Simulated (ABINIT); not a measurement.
**Completion of the band sum in GW: Diamond (Fd-3m, 2 atoms a cell)**

Can a closure trick stand in for empty bands in GW on Diamond (Fd-3m, 2 atoms a cell)?

Method: PBE and many-body steps on it, plane waves, in ABINIT 10.8.3.

The raw output is cut from this account; settings, times and results stay.

### 1. The structure

Symmetry: Fd-3m, No. 227, cubic system. Conventional cell: a = 3.567 Å, b = 3.567 Å, c = 3.567 Å, α = 90.00°, β = 90.00°, γ = 90.00°. C has 4 C at 1.54 Å nearest.

The cell and positions come from the Crystallography Open Database and are kept as given unless a step says otherwise.

### 2. Empty states on the mesh, 8×8×8 mesh, 107 bands

This step: ABINIT 10.8.3; DFT, PBE, plane waves, norm-conserving pseudopotentials.

The sums over transitions need many empty states on a uniform mesh; this step solves for them.

File run.abi:

```
acell 3*1.0 Angstrom
rprim 
  -0.000000000000 1.783370000000 1.783370000000
  1.783370000000 0.000000000000 1.783370000000
  1.783370000000 1.783370000000 0.000000000000
ntypat 1
znucl 6
natom 2
typat 1 1
xred 
  -0.000000000000 0.000000000000 -0.000000000000
  0.250000000000 0.250000000000 0.250000000000
pp_dirpath "pseudos"
pseudos "C.upf"
ecut 37
ngkpt 8 8 8
nshiftk 1
shiftk 0 0 0
kptopt 1
chksymbreak 0
irdden 1
istwfk *1
nband 107
prtvol 0
optdriver 6
gwr_task "HDIAGO"
paral_kgb 0
occopt 1
indata_prefix "in"
outdata_prefix "out"
tmpdata_prefix "tmp"
```

On the command line:

```bash
$ OMP_NUM_THREADS=1 mpirun -n 4 abinit run.abi > log
```

The job ended after 5.7 s (4 MPI ranks of Intel Xeon 6975P-C (Granite Rapids), shared host; peak memory 0.36 GiB).

Read from the output:

* gap: 4.190 eV
* k of the valence top: 0, 0, 0
* k of the conduction bottom: 0.375, 0.375, 0
* least direct gap: 5.626 eV
* k points computed: 29
* lowest point of the top converged band, above the valence top: 212.9731 eV

On this mesh the gap is 4.190 eV.

The density comes from a self-consistent run that is not shown.

### 3. Screening, 8×8×8 mesh, 99 bands, screening to 304.8 eV

The RPA dielectric matrix is built and inverted for each q.

This step: RPA screening on PBE, plane waves, norm-conserving pseudopotentials.

Changes to run.abi since step 2:

```diff
@@ -20,10 +20,11 @@
 chksymbreak 0
-irdden 1
 istwfk *1
-nband 107
-prtvol 0
-optdriver 6
-gwr_task "HDIAGO"
-paral_kgb 0
 occopt 1
+irdwfk 1
+optdriver 3
+nband 99
+ecuteps 11.2
+inclvkb 2
+awtr 1
+symchi 1
 indata_prefix "in"
```

Run time: 64 s. Hardware: 4 MPI ranks; peak memory 0.86 GiB.

Numbers from this step:

```
ε∞ with local fields, on this mesh    : 5.515
ε∞ without local fields, on this mesh : 5.949
plasma frequency                      : 31.18 eV
plane waves in the screening matrix   : 137
```

Local fields lower ε∞ by 7 %.

### 4. 99 bands

The self-energy is evaluated for the states that the input lists, and the quasiparticle equation is solved.

This step: G0W0 on PBE, plane waves, norm-conserving pseudopotentials.

Changes to run.abi since step 3:

```diff
@@ -23,8 +23,17 @@
 irdwfk 1
-optdriver 3
+optdriver 4
 nband 99
+gwcalctyp 0
+ecutsigx 37
+symsigma 1
+nkptgw 2
+kptgw 
+  0.0000000000 0.0000000000 0.0000000000
+  0.3750000000 0.3750000000 0.0000000000
+bdgw 
+  2 7
+  3 6
 ecuteps 11.2
-inclvkb 2
-awtr 1
-symchi 1
+irdscr 1
+ppmodel 1
 indata_prefix "in"
```

The job ended after 13 s (4 MPI ranks; peak memory 0.86 GiB).

This step gave:

* G0W0 gap on the mesh: 5.501 eV
* starting gap on the mesh: 4.190 eV
* k of the valence top: 0, 0, 0
* k of the conduction bottom: 0.375, 0.375, 0
* Z at the valence top: 0.831
* Z at the conduction bottom: 0.841
* least direct G0W0 gap on the computed points: 7.416 eV

The gap on the mesh goes from 4.19 eV to 5.50 eV, a correction of +1.31 eV.

### 5. Screening, 8×8×8 mesh, 12 bands, screening to 304.8 eV

This step: RPA screening on PBE, plane waves, norm-conserving pseudopotentials.

Changes to run.abi since step 4:

```diff
@@ -23,17 +23,8 @@
 irdwfk 1
-optdriver 4
-nband 99
-gwcalctyp 0
-ecutsigx 37
-symsigma 1
-nkptgw 2
-kptgw 
-  0.0000000000 0.0000000000 0.0000000000
-  0.3750000000 0.3750000000 0.0000000000
-bdgw 
-  2 7
-  3 6
+optdriver 3
+nband 12
 ecuteps 11.2
-irdscr 1
-ppmodel 1
+inclvkb 2
+awtr 1
+symchi 1
 indata_prefix "in"
```

It took 9.2 s on 4 MPI ranks; peak memory 0.46 GiB; 36 s of CPU time.

Read from the output:

```
ε∞ with local fields, on this mesh    : 5.468
ε∞ without local fields, on this mesh : 5.911
plasma frequency                      : 31.18 eV
plane waves in the screening matrix   : 137
```

### 6. 12 bands

This step: G0W0 on PBE, plane waves, norm-conserving pseudopotentials.

Changes to run.abi since step 5:

```diff
@@ -23,8 +23,17 @@
 irdwfk 1
-optdriver 3
+optdriver 4
 nband 12
+gwcalctyp 0
+ecutsigx 37
+symsigma 1
+nkptgw 2
+kptgw 
+  0.0000000000 0.0000000000 0.0000000000
+  0.3750000000 0.3750000000 0.0000000000
+bdgw 
+  2 7
+  3 6
 ecuteps 11.2
-inclvkb 2
-awtr 1
-symchi 1
+irdscr 1
+ppmodel 1
 indata_prefix "in"
```

Run time: 3.5 s. Hardware: 4 MPI ranks; peak memory 0.53 GiB; 13 s of CPU time.

Read from the output:

| Property | Result |
| --- | --- |
| G0W0 gap on the mesh | 5.498 eV |
| starting gap on the mesh | 4.190 eV |
| k of the valence top | 0, 0, 0 |
| k of the conduction bottom | 0.375, 0.375, 0 |
| Z at the valence top | 0.838 |
| Z at the conduction bottom | 0.849 |
| least direct G0W0 gap on the computed points | 7.599 eV |

Against G0W0 in ABINIT (8×8×8 mesh, 99 bands, screening to 304.8 eV, Godby-Needs plasmon pole), the gap moves by −0.003 eV.

### 7. Screening, 8×8×8 mesh, 12 bands, screening to 304.8 eV

This step: RPA screening on PBE, plane waves, norm-conserving pseudopotentials.

Changes to run.abi since step 6:

```diff
@@ -23,17 +23,10 @@
 irdwfk 1
-optdriver 4
+optdriver 3
 nband 12
-gwcalctyp 0
-ecutsigx 37
-symsigma 1
-nkptgw 2
-kptgw 
-  0.0000000000 0.0000000000 0.0000000000
-  0.3750000000 0.3750000000 0.0000000000
-bdgw 
-  2 7
-  3 6
 ecuteps 11.2
-irdscr 1
-ppmodel 1
+inclvkb 2
+awtr 1
+symchi 1
+gwcomp 1
+gwencomp 3
 indata_prefix "in"
```

The job ended after 31 s (4 MPI ranks; peak memory 0.49 GiB; 2.1 min of CPU time).

This step gave:

```yaml
eps_infinity_with_local_fields_on_this_mesh: 5.500
eps_infinity_without_local_fields_on_this_mesh: 5.911
plasma_frequency: 31.18 eV
plane_waves_in_the_screening_matrix: 137
```

### 8. 12 bands, completed

This step: G0W0 on PBE, plane waves, norm-conserving pseudopotentials.

Changes to run.abi since step 7:

```diff
@@ -23,8 +23,17 @@
 irdwfk 1
-optdriver 3
+optdriver 4
 nband 12
+gwcalctyp 0
+ecutsigx 37
+symsigma 1
+nkptgw 2
+kptgw 
+  0.0000000000 0.0000000000 0.0000000000
+  0.3750000000 0.3750000000 0.0000000000
+bdgw 
+  2 7
+  3 6
 ecuteps 11.2
-inclvkb 2
-awtr 1
-symchi 1
+irdscr 1
+ppmodel 1
 gwcomp 1
```

It took 3.6 s on 4 MPI ranks; peak memory 0.53 GiB.

Read from the output:

```yaml
g0w0_gap_on_the_mesh: 5.589 eV
starting_gap_on_the_mesh: 4.190 eV
k_of_the_valence_top: 0, 0, 0
k_of_the_conduction_bottom: 0.375, 0.375, 0
least_direct_g0w0_gap_on_the_computed_points: 7.521 eV
```

Against G0W0 in ABINIT (8×8×8 mesh, 99 bands, screening to 304.8 eV, Godby-Needs plasmon pole), the gap moves by +0.088 eV.

### 9. Screening, 8×8×8 mesh, 37 bands, screening to 304.8 eV

This step: RPA screening on PBE, plane waves, norm-conserving pseudopotentials.

Changes to run.abi since step 8:

```diff
@@ -23,19 +23,8 @@
 irdwfk 1
-optdriver 4
-nband 12
-gwcalctyp 0
-ecutsigx 37
-symsigma 1
-nkptgw 2
-kptgw 
-  0.0000000000 0.0000000000 0.0000000000
-  0.3750000000 0.3750000000 0.0000000000
-bdgw 
-  2 7
-  3 6
+optdriver 3
+nband 37
 ecuteps 11.2
-irdscr 1
-ppmodel 1
-gwcomp 1
-gwencomp 3
+inclvkb 2
+awtr 1
+symchi 1
 indata_prefix "in"
```

Elapsed: 26 s, on 4 MPI ranks; peak memory 0.56 GiB.

Read from the output:

```yaml
eps_infinity_with_local_fields_on_this_mesh: 5.502
eps_infinity_without_local_fields_on_this_mesh: 5.947
plasma_frequency: 31.18 eV
plane_waves_in_the_screening_matrix: 137
```

### 10. 37 bands

This step: G0W0 on PBE, plane waves, norm-conserving pseudopotentials.

Changes to run.abi since step 9:

```diff
@@ -23,8 +23,17 @@
 irdwfk 1
-optdriver 3
+optdriver 4
 nband 37
+gwcalctyp 0
+ecutsigx 37
+symsigma 1
+nkptgw 2
+kptgw 
+  0.0000000000 0.0000000000 0.0000000000
+  0.3750000000 0.3750000000 0.0000000000
+bdgw 
+  2 7
+  3 6
 ecuteps 11.2
-inclvkb 2
-awtr 1
-symchi 1
+irdscr 1
+ppmodel 1
 indata_prefix "in"
```

Wall time 6.4 s (4 MPI ranks); peak memory 0.63 GiB; 24 s of CPU time.

Read from the output:

```
G0W0 gap on the mesh                         : 5.451 eV
starting gap on the mesh                     : 4.190 eV
k of the valence top                         : 0, 0, 0
k of the conduction bottom                   : 0.375, 0.375, 0
least direct G0W0 gap on the computed points : 7.419 eV
```

Against G0W0 in ABINIT (8×8×8 mesh, 99 bands, screening to 304.8 eV, Godby-Needs plasmon pole), the gap moves by −0.050 eV.

### 11. Screening, 8×8×8 mesh, 37 bands, screening to 304.8 eV

This step: RPA screening on PBE, plane waves, norm-conserving pseudopotentials.

Changes to run.abi since step 10:

```diff
@@ -23,17 +23,10 @@
 irdwfk 1
-optdriver 4
+optdriver 3
 nband 37
-gwcalctyp 0
-ecutsigx 37
-symsigma 1
-nkptgw 2
-kptgw 
-  0.0000000000 0.0000000000 0.0000000000
-  0.3750000000 0.3750000000 0.0000000000
-bdgw 
-  2 7
-  3 6
 ecuteps 11.2
-irdscr 1
-ppmodel 1
+inclvkb 2
+awtr 1
+symchi 1
+gwcomp 1
+gwencomp 2
 indata_prefix "in"
```

The job ended after 72 s (4 MPI ranks; peak memory 0.59 GiB).

Numbers from this step:

* ε∞ with local fields, on this mesh: 5.512
* ε∞ without local fields, on this mesh: 5.947
* plasma frequency: 31.18 eV
* plane waves in the screening matrix: 137

### 12. 37 bands, completed

This step: G0W0 on PBE, plane waves, norm-conserving pseudopotentials.

Changes to run.abi since step 11:

```diff
@@ -23,8 +23,17 @@
 irdwfk 1
-optdriver 3
+optdriver 4
 nband 37
+gwcalctyp 0
+ecutsigx 37
+symsigma 1
+nkptgw 2
+kptgw 
+  0.0000000000 0.0000000000 0.0000000000
+  0.3750000000 0.3750000000 0.0000000000
+bdgw 
+  2 7
+  3 6
 ecuteps 11.2
-inclvkb 2
-awtr 1
-symchi 1
+irdscr 1
+ppmodel 1
 gwcomp 1
```

It took 6.6 s on 4 MPI ranks; peak memory 0.63 GiB.

Numbers from this step:

```yaml
g0w0_gap_on_the_mesh: 5.534 eV
starting_gap_on_the_mesh: 4.190 eV
k_of_the_valence_top: 0, 0, 0
k_of_the_conduction_bottom: 0.375, 0.375, 0
least_direct_g0w0_gap_on_the_computed_points: 7.421 eV
```

Against G0W0 in ABINIT (8×8×8 mesh, 99 bands, screening to 304.8 eV, Godby-Needs plasmon pole), the gap moves by +0.033 eV.

### 13. The runs together

Times are wall times on 4 MPI ranks of Intel Xeon 6975P-C (Granite Rapids), shared host, good to a factor of about two. A run's time includes the screening step that it read.

```tsv
run	mesh	bands	screening cutoff (eV)	DFT gap (eV)	gap on the mesh (eV)	direct (eV)	ε∞ used	time
99 bands	8×8×8	99	304.8	4.190	5.501	7.416	5.52	77 s
12 bands	8×8×8	12	304.8	4.190	5.498	7.599	5.47	13 s
12 bands, completed	8×8×8	12	304.8	4.190	5.589	7.521	5.50	35 s
37 bands	8×8×8	37	304.8	4.190	5.451	7.419	5.50	33 s
37 bands, completed	8×8×8	37	304.8	4.190	5.534	7.421	5.51	78 s
```

### 14. Results

```json
{
 "99 bands": "5.501 eV",
 "12 bands": "5.498 eV",
 "12 bands, completed": "5.589 eV",
 "37 bands": "5.451 eV",
 "37 bands, completed": "5.534 eV"
}
```

12 bands: −0.003 eV against 99 bands. 12 bands, completed: +0.088 eV against 99 bands. 37 bands: −0.050 eV against 99 bands. 37 bands, completed: +0.033 eV against 99 bands. The row with most bands is itself short of the limit, so it is no exact reference, and agreement of a truncated run with it can be a cancellation between the edges.

[Long decimals in the printed logs are rounded to 6 places.]

[Logs are printed without paths, hosts, clocks, repeated set-up lines and the standing remarks that a program may print on its own settings, such as how far it seeks lower states.]

[Paths, hosts, dates, memory and timing lines, banners, echoed tables and standing remarks are left out of the program output; an Ansatz launch command may be rebuilt from the run's recorded settings. Measured values are a selection of at most five: reports struck by readers or far from the other reports are left out. None is set beside runs whose start may be inverted or whose files or cutoffs have a known fault.]

[Runs of the session that timed out or met a known fault of the program may be left out.]

[Hosts, paths, dates, database ids (printed as entryN), source tags and the programs' standing remarks are cut or masked in the printed files.]

[G0W0 gaps are taken among the corrected bands and points alone; a level outside them can change the order at an edge.]

[Where Ansatz stands beside ABINIT at settings called matched, ABINIT's density can come from a denser mesh and the files from another edition; pairs whose starting gaps differed by over 0.03 eV were left out, so agreement reads better than it is.]
